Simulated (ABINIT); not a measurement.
# CsLiMoO4 (F-43m): modes at Γ and the response to a field

Which modes does CsLiMoO4 (F-43m) have at the zone centre?

Method: DFT LDA, scalar-relativistic, plane waves, PseudoDojo norm-conserving pseudopotentials, in ABINIT 10.8.3.

**1. Set-up**

It takes space group F-43m (No. 216, cubic). The conventional cell has a = 8.392 Å, b = 8.392 Å, c = 8.392 Å, α = 90.00°, β = 90.00°, γ = 90.00°. Nearest to Cs lie 12 O at 3.49 Å. Nearest to Li lie 4 O at 1.87 Å. Nearest to Mo lie 4 O at 1.76 Å. Nearest to O lie 1 Mo at 1.76 Å and 1 Li at 1.87 Å and 3 Cs at 3.49 Å. Farther neighbours and most contacts between anions are not listed.

**2. A first look**

A first run with smearing and empty bands tells whether the crystal has a gap, which decides between fixed occupations and smearing later on.

probe.abi

```
# ground state
tolvrs 1.0d-08
prtden 1
prtwf 1

# basis, mesh and filling
ecut 36.0
ngkpt 4 4 4
nshiftk 1
shiftk 0.0 0.0 0.0
istwfk *1
occopt 7
tsmear 0.005
nband 35
nstep 100
diemac 9.0
prtebands 0
prtgsr 0
useylm 1

# cell and atoms
acell 11.21379338 11.21379338 11.21379338
rprim 
    0.0 0.7071067812 0.7071067812
    0.7071067812 0.0 0.7071067812
    0.7071067812 0.7071067812 0.0
ntypat 4
znucl 55 3 42 8
natom 7
typat 1 2 3 4 4 4 4
xred 
    0.75 0.75 0.75
    0.5 0.5 0.5
    0.25 0.25 0.25
    0.8863674800 0.3712108400 0.3712108400
    0.3712108400 0.3712108400 0.8863674800
    0.3712108400 0.8863674800 0.3712108400
    0.3712108400 0.3712108400 0.3712108400
pp_dirpath "./pseudo"
pseudos "Cs.upf, Li.upf, Mo.upf, O.upf"
```

Command:

```bash
$ OMP_NUM_THREADS=1 mpirun -n 4 abinit probe.abi > probe.log
```

Numbers of over 12 decimals in the logs are rounded to 6 here.

probe.abo, the main output file:

```text
[banners, grids, parts of the stress and lines that vanish by symmetry left out]
- input  file    -> probe.abi
- output file    -> probe.abo
- root for input  files -> probei
[...]
Symmetries : space group F-4 3 m (#216); Bravais cF (face-center cubic)
[...]
mpw =       10326          nfft =      262144          nkpt =           8
[...]
== DATASET  1 ==================================================================
[...]
cutoff_energies: {ecut:  36.0, pawecutdg:  -1.0, }
[...]
ETOT  1  -165.90882383739    -1.659E+02 7.994E-02 7.946E+03
 ETOT  2  -161.51209276832     4.397E+00 2.691E-02 3.455E+04
 ETOT  3  -167.11067673211    -5.599E+00 3.631E-02 6.913E+02
 ETOT  4  -167.15489870277    -4.422E-02 2.866E-03 2.229E+02
 ETOT  5  -167.18396228920    -2.906E-02 3.328E-04 8.280E+00
[...]
ETOT 12  -167.18475681156    -2.788E-10 1.268E-04 2.975E-08
 ETOT 13  -167.18475681158    -1.890E-11 3.470E-05 2.398E-09
 At SCF step   13       vres2   =  2.40E-09 < tolvrs=  1.00E-08 =>converged.
[...]
sigma(1 1)=  8.72173022E-05  sigma(3 2)=  0.00000000E+00
  sigma(2 2)=  8.72173022E-05  sigma(3 1)=  0.00000000E+00
  sigma(3 3)=  8.72173022E-05  sigma(2 1)=  0.00000000E+00
[...]
convergence: {deltae: -1.890E-11, res2:  2.398E-09, residm:  3.470E-05, diffor: null, }
etotal    :  -1.67184757E+02
[...]
sigma(1 1)=  8.72173022E-05  sigma(3 2)=  0.00000000E+00
  sigma(2 2)=  8.72173022E-05  sigma(3 1)=  0.00000000E+00
  sigma(3 3)=  8.72173022E-05  sigma(2 1)=  0.00000000E+00
[...]
- sigma(1 1)=  2.56602162E+00  sigma(3 2)=  0.00000000E+00
- sigma(2 2)=  2.56602162E+00  sigma(3 1)=  0.00000000E+00
- sigma(3 3)=  2.56602162E+00  sigma(2 1)=  0.00000000E+00
[...]
fcart      3.0977204928E-20 -6.1954409857E-20  3.0977204930E-20
           strten      8.7217302160E-05  8.7217302160E-05  8.7217302160E-05
================================================================================

[key lines of the parts left out:]
pressure_GPa:  -2.5660E+00
```

Run time: 36 s. Hardware: 4 MPI ranks of Arm Neoverse V2, shared host.

This step gave:

* volume per atom: 21.11 Å³
* pressure: -2.566 GPa
* gap on the k-mesh: 4.433 eV

A gap of 4.4 eV opens on this mesh, so the crystal is taken as an insulator; the printed pressure holds the stress of the finite basis too.

**3. Relaxation**

The harmonic expansion needs vanishing forces, and a free crystal bears no stress, so cell and atoms are brought to rest. Stress is more sensitive to the basis than forces are: the last 3 Ha under the cutoff are smoothed with ecutsm, and the cutoff is raised above that of the later runs.

relax.abi

```
# relaxation
ionmov 2
optcell 2
dilatmx 1.08
ntime 40
tolmxf 1.0d-05
tolvrs 1.0d-14
prtwf 0
prtden 0
chksymtnons 0

# basis, mesh and filling
ecut 44.0
ecutsm 3.0
ngkpt 4 4 4
nshiftk 1
shiftk 0.0 0.0 0.0
istwfk *1
occopt 1
nband 25
nstep 100
diemac 9.0
prtebands 0
prtgsr 0
useylm 1

# cell and atoms
acell 11.21379338 11.21379338 11.21379338
rprim 
    0.0 0.7071067812 0.7071067812
    0.7071067812 0.0 0.7071067812
    0.7071067812 0.7071067812 0.0
ntypat 4
znucl 55 3 42 8
natom 7
typat 1 2 3 4 4 4 4
xred 
    0.75 0.75 0.75
    0.5 0.5 0.5
    0.25 0.25 0.25
    0.8863674800 0.3712108400 0.3712108400
    0.3712108400 0.3712108400 0.8863674800
    0.3712108400 0.8863674800 0.3712108400
    0.3712108400 0.3712108400 0.3712108400
pp_dirpath "./pseudo"
pseudos "Cs.upf, Li.upf, Mo.upf, O.upf"
```

Command:

```bash
$ OMP_NUM_THREADS=1 mpirun -n 4 abinit relax.abi > relax.log
```

relax.abo, the main output file:

```text
[banners, grids, parts of the stress and lines that vanish by symmetry left out]
- input  file    -> relax.abi
- output file    -> relax.abo
- root for input  files -> relaxi
[...]
Symmetries : space group F-4 3 m (#216); Bravais cF (face-center cubic)
[...]
mpw =       17528          nfft =      421875          nkpt =           8
[...]
== DATASET  1 ==================================================================
[...]
cutoff_energies: {ecut:  44.0, pawecutdg:  -1.0, }
[...]
ETOT  1  -165.93005203862    -1.659E+02 1.874E-01 8.662E+03
 ETOT  2  -164.54093267887     1.389E+00 4.409E-03 2.969E+04
 ETOT  3  -167.08672414419    -2.546E+00 1.397E-02 1.350E+03
 ETOT  4  -167.16453127530    -7.781E-02 6.137E-04 3.086E+02
 ETOT  5  -167.18586803876    -2.134E-02 1.665E-04 9.339E+00
[...]
At SCF step   21       vres2   =  4.54E-15 < tolvrs=  1.00E-14 =>converged.
[...]
sigma(1 1)=  6.74444754E-05  sigma(3 2)=  0.00000000E+00
  sigma(2 2)=  6.74444754E-05  sigma(3 1)=  0.00000000E+00
  sigma(3 3)=  6.74444754E-05  sigma(2 1)=  0.00000000E+00
[...]
convergence: {deltae:  1.705E-11, res2:  4.538E-15, residm:  2.637E-20, diffor: null, }
etotal    :  -1.67186313E+02
[...]
ETOT  1  -167.18111723478    -1.672E+02 3.127E-04 1.416E+02
[...]
At SCF step   17       vres2   =  7.22E-15 < tolvrs=  1.00E-14 =>converged.
[...]
sigma(1 1)=  4.80773619E-05  sigma(3 2)=  0.00000000E+00
  sigma(2 2)=  4.80773619E-05  sigma(3 1)=  0.00000000E+00
  sigma(3 3)=  4.80773619E-05  sigma(2 1)=  0.00000000E+00
[...]
convergence: {deltae: -2.663E-11, res2:  7.216E-15, residm:  1.805E-19, diffor: null, }
etotal    :  -1.67186660E+02
[...]
ETOT  1  -167.15690148113    -1.672E+02 2.095E-03 8.172E+02
[...]
At SCF step   19       vres2   =  1.74E-15 < tolvrs=  1.00E-14 =>converged.
[...]
sigma(1 1)=  5.66230892E-06  sigma(3 2)=  0.00000000E+00
  sigma(2 2)=  5.66230892E-06  sigma(3 1)=  0.00000000E+00
  sigma(3 3)=  5.66230892E-06  sigma(2 1)=  0.00000000E+00
[...]
convergence: {deltae:  2.186E-11, res2:  1.737E-15, residm:  4.958E-20, diffor: null, }
etotal    :  -1.67187276E+02
[...]
ETOT  1  -167.17521696201    -1.672E+02 1.697E-04 3.168E+02
[...]
At SCF step   20       vres2   =  1.55E-15 < tolvrs=  1.00E-14 =>converged.
[...]
sigma(1 1)= -1.15573620E-05  sigma(3 2)=  0.00000000E+00
  sigma(2 2)= -1.15573620E-05  sigma(3 1)=  0.00000000E+00
  sigma(3 3)= -1.15573620E-05  sigma(2 1)=  0.00000000E+00
[...]
convergence: {deltae: -1.572E-11, res2:  1.554E-15, residm:  5.700E-21, diffor: null, }
etotal    :  -1.67187634E+02
[...]
ETOT  1  -167.17341582500    -1.672E+02 5.035E-05 3.217E+02
[...]
At SCF step   18       vres2   =  5.59E-15 < tolvrs=  1.00E-14 =>converged.
[...]
sigma(1 1)= -1.40826581E-05  sigma(3 2)=  0.00000000E+00
  sigma(2 2)= -1.40826581E-05  sigma(3 1)=  0.00000000E+00
  sigma(3 3)= -1.40826581E-05  sigma(2 1)=  0.00000000E+00
[...]
convergence: {deltae: -2.626E-11, res2:  5.590E-15, residm:  1.271E-19, diffor: null, }
etotal    :  -1.67187915E+02
[...]
ETOT  1  -167.18670540456    -1.672E+02 2.045E-07 2.761E+01
[...]
At SCF step   17       vres2   =  3.16E-15 < tolvrs=  1.00E-14 =>converged.
[...]
sigma(1 1)= -4.15179153E-06  sigma(3 2)=  0.00000000E+00
  sigma(2 2)= -4.15179153E-06  sigma(3 1)=  0.00000000E+00
  sigma(3 3)= -4.15179153E-06  sigma(2 1)=  0.00000000E+00
[...]
convergence: {deltae:  2.638E-11, res2:  3.157E-15, residm:  1.352E-19, diffor: null, }
etotal    :  -1.67187953E+02
[...]
ETOT  1  -167.18776471496    -1.672E+02 4.218E-08 5.034E+00
[...]
ETOT 15  -167.18795522106    -4.107E-11 4.135E-19 1.890E-14
 ETOT 16  -167.18795522104     1.972E-11 5.582E-20 6.039E-15
 At SCF step   16       vres2   =  6.04E-15 < tolvrs=  1.00E-14 =>converged.
[...]
sigma(1 1)= -9.32827763E-08  sigma(3 2)=  0.00000000E+00
  sigma(2 2)= -9.32827763E-08  sigma(3 1)=  0.00000000E+00
  sigma(3 3)= -9.32827763E-08  sigma(2 1)=  0.00000000E+00
[...]
convergence: {deltae:  1.972E-11, res2:  6.039E-15, residm:  5.582E-20, diffor: null, }
etotal    :  -1.67187955E+02
[...]
At Broyd/MD step   7, gradients are converged :
[...]
sigma(1 1)= -9.32827763E-08  sigma(3 2)=  0.00000000E+00
  sigma(2 2)= -9.32827763E-08  sigma(3 1)=  0.00000000E+00
  sigma(3 3)= -9.32827763E-08  sigma(2 1)=  0.00000000E+00
[...]
- sigma(1 1)= -2.74447403E-03  sigma(3 2)=  0.00000000E+00
- sigma(2 2)= -2.74447403E-03  sigma(3 1)=  0.00000000E+00
- sigma(3 3)= -2.74447403E-03  sigma(2 1)=  0.00000000E+00
[...]
fcart     -1.2100470675E-22  1.2100470675E-22  1.2100470675E-22
           strten     -9.3282776346E-08 -9.3282776346E-08 -9.3282776346E-08
================================================================================

[key lines of the parts left out:]
pressure_GPa:   2.7445E-03
Total energy (etotal) [Ha]= -1.67187955221036E+02
```

It took 7.5 min on 4 MPI ranks; 30 min of CPU time.

Step by step:

| step | energy less that of the first step (eV) | largest force (eV/Å) | volume (Å³) |
| --- | --- | --- | --- |
| 1 | 0.0000 | 0.0665 | 147.76 |
| 2 | -0.0094 | 0.1195 | 146.86 |
| 3 | -0.0262 | 0.4208 | 144.16 |
| 4 | -0.0359 | 0.4125 | 142.18 |
| 5 | -0.0436 | 0.1719 | 140.25 |
| 6 | -0.0446 | 0.0335 | 140.30 |
| 7 | -0.0447 | 0.0003 | 140.47 |

| conventional cell, symmetrised | before | after | change |
| --- | --- | --- | --- |
| a (Å) | 8.392 | 8.252 | -1.7 % |
| b (Å) | 8.392 | 8.252 | -1.7 % |
| c (Å) | 8.392 | 8.252 | -1.7 % |
| volume (Å³/atom) | 21.11 | 20.07 | -4.9 % |

The atoms that moved most (Å, as changes of fractional coordinates times the final cell):

| atom | dx | dy | dz | length |
| --- | --- | --- | --- | --- |
| O7 | 0.012 | 0.012 | 0.012 | 0.022 |
| O4 | 0.012 | -0.012 | -0.012 | 0.022 |
| O5 | -0.012 | -0.012 | 0.012 | 0.022 |
| O6 | -0.012 | 0.012 | -0.012 | 0.022 |

This step gave:

| Property | Result |
| --- | --- |
| volume per atom | 20.07 Å³ |
| pressure | 0.002744 GPa |

The volume changes by -4.9 % in this run and stands -4.9 % from the first cell.

**4. Ground state**

First-order wavefunctions inherit every error of the ground state, hence the very tight tolvrs. The mesh is shifted off Γ, since shifted meshes converge sums over the zone faster.

gs.abi

```
# ground state
tolvrs 1.0d-16
prtden 1
prtwf 1

# basis, mesh and filling
ecut 36.0
ngkpt 3 3 3
nshiftk 4
shiftk 
    0.5 0.5 0.5
    0.5 0.0 0.0
    0.0 0.5 0.0
    0.0 0.0 0.5
istwfk *1
occopt 1
nband 25
nstep 100
diemac 9.0
prtebands 0
prtgsr 0
useylm 1

# cell and atoms
acell 11.02627651 11.02627651 11.02627651
rprim 
    0.0 0.7071067812 0.7071067812
    0.7071067812 0.0 0.7071067812
    0.7071067812 0.7071067812 0.0
ntypat 4
znucl 55 3 42 8
natom 7
typat 1 2 3 4 4 4 4
xred 
    0.75 0.75 0.75
    0.5 0.5 0.5
    0.25 0.25 0.25
    0.8818496051 0.3727167983 0.3727167983
    0.3727167983 0.3727167983 0.8818496051
    0.3727167983 0.8818496051 0.3727167983
    0.3727167983 0.3727167983 0.3727167983
pp_dirpath "./pseudo"
pseudos "Cs.upf, Li.upf, Mo.upf, O.upf"
```

Command:

```bash
$ OMP_NUM_THREADS=1 mpirun -n 4 abinit gs.abi > gs.log
```

gs.abo, the main output file:

```text
[banners, grids, parts of the stress and lines that vanish by symmetry left out]
- input  file    -> gs.abi
- output file    -> gs.abo
- root for input  files -> gsi
[...]
Symmetries : space group F-4 3 m (#216); Bravais cF (face-center cubic)
[...]
mpw =        9804          nfft =      216000          nkpt =           6
[...]
== DATASET  1 ==================================================================
[...]
cutoff_energies: {ecut:  36.0, pawecutdg:  -1.0, }
[...]
ETOT  1  -165.97398087893    -1.660E+02 2.082E-01 4.781E+03
 ETOT  2  -164.56093980396     1.413E+00 2.385E-03 1.548E+04
 ETOT  3  -167.08581356710    -2.525E+00 1.122E-02 7.199E+02
 ETOT  4  -167.18405397144    -9.824E-02 8.091E-04 1.869E+01
 ETOT  5  -167.18626649257    -2.213E-03 3.187E-05 1.196E+00
[...]
ETOT 21  -167.18640697246    -6.850E-12 9.756E-21 1.365E-16
 ETOT 22  -167.18640697246     2.188E-12 1.683E-21 7.920E-17
 At SCF step   22       vres2   =  7.92E-17 < tolvrs=  1.00E-16 =>converged.
[...]
sigma(1 1)=  2.06154541E-05  sigma(3 2)=  0.00000000E+00
  sigma(2 2)=  2.06154541E-05  sigma(3 1)=  0.00000000E+00
  sigma(3 3)=  2.06154541E-05  sigma(2 1)=  0.00000000E+00
[...]
convergence: {deltae:  2.188E-12, res2:  7.920E-17, residm:  1.683E-21, diffor: null, }
etotal    :  -1.67186407E+02
[...]
sigma(1 1)=  2.06154541E-05  sigma(3 2)=  0.00000000E+00
  sigma(2 2)=  2.06154541E-05  sigma(3 1)=  0.00000000E+00
  sigma(3 3)=  2.06154541E-05  sigma(2 1)=  0.00000000E+00
[...]
- sigma(1 1)=  6.06527601E-01  sigma(3 2)=  0.00000000E+00
- sigma(2 2)=  6.06527601E-01  sigma(3 1)=  0.00000000E+00
- sigma(3 3)=  6.06527601E-01  sigma(2 1)=  0.00000000E+00
[...]
fcart     -9.6803765400E-22  1.9360753080E-21 -9.6803765400E-22
           strten      2.0615454136E-05  2.0615454136E-05  2.0615454136E-05
================================================================================

[key lines of the parts left out:]
pressure_GPa:  -6.0653E-01
```

The job ended after 40 s (4 MPI ranks; 2.7 min of CPU time).

This step gave:

| Quantity | Value |
| --- | --- |
| pressure | -0.6065 GPa |

The cell stands at -0.61 GPa: the relaxation ran with a smoothed and higher cutoff and on another k mesh.

**5. Empty bands**

Empty bands on the ground state's density check that the gap assumed so far is there in this cell.

gap.abi

```
# empty bands on the ground state's density
iscf -2
getden_filepath "gso_DEN"
tolwfr 1.0d-12
nbdbuf 2
prtwf 0

# basis, mesh and filling
ecut 36.0
ngkpt 4 4 4
nshiftk 1
shiftk 0.0 0.0 0.0
istwfk *1
occopt 1
nband 29
nstep 100
diemac 9.0
prtebands 0
prtgsr 0
useylm 1

# cell and atoms
acell 11.02627651 11.02627651 11.02627651
rprim 
    0.0 0.7071067812 0.7071067812
    0.7071067812 0.0 0.7071067812
    0.7071067812 0.7071067812 0.0
ntypat 4
znucl 55 3 42 8
natom 7
typat 1 2 3 4 4 4 4
xred 
    0.75 0.75 0.75
    0.5 0.5 0.5
    0.25 0.25 0.25
    0.8818496051 0.3727167983 0.3727167983
    0.3727167983 0.3727167983 0.8818496051
    0.3727167983 0.8818496051 0.3727167983
    0.3727167983 0.3727167983 0.3727167983
pp_dirpath "./pseudo"
pseudos "Cs.upf, Li.upf, Mo.upf, O.upf"
```

Command:

```bash
$ OMP_NUM_THREADS=1 mpirun -n 4 abinit gap.abi > gap.log
```

gap.abo, the main output file:

```text
[banners, grids, parts of the stress and lines that vanish by symmetry left out]
- input  file    -> gap.abi
- output file    -> gap.abo
- root for input  files -> gapi
[...]
Symmetries : space group F-4 3 m (#216); Bravais cF (face-center cubic)
[...]
mpw =        9841          nfft =      216000          nkpt =           8
[...]
== DATASET  1 ==================================================================
[...]
cutoff_energies: {ecut:  36.0, pawecutdg:  -1.0, }
[...]
-outvars: echo values of variables after computation
            acell      1.1026276510E+01  1.1026276510E+01  1.1026276510E+01 Bohr
================================================================================
```

Elapsed: 29 s, on 4 MPI ranks; 1.9 min of CPU time.

This step gave:

- gap on the k-mesh: 4.483 eV

In this cell the gap on the mesh is 4.5 eV, indirect (smallest direct 4.5 eV), so fixed occupations hold.

(Part 1 of 3 ends here.)

[Host names and launcher messages were left out of these logs when they were recorded.]

[Logs are printed without paths, hosts, clocks, repeated set-up lines and the standing remarks that a program may print on its own settings, such as how far it seeks lower states.]

[Hosts, paths, dates, database ids (printed as entryN), source tags and the programs' standing remarks are cut or masked in the printed files.]
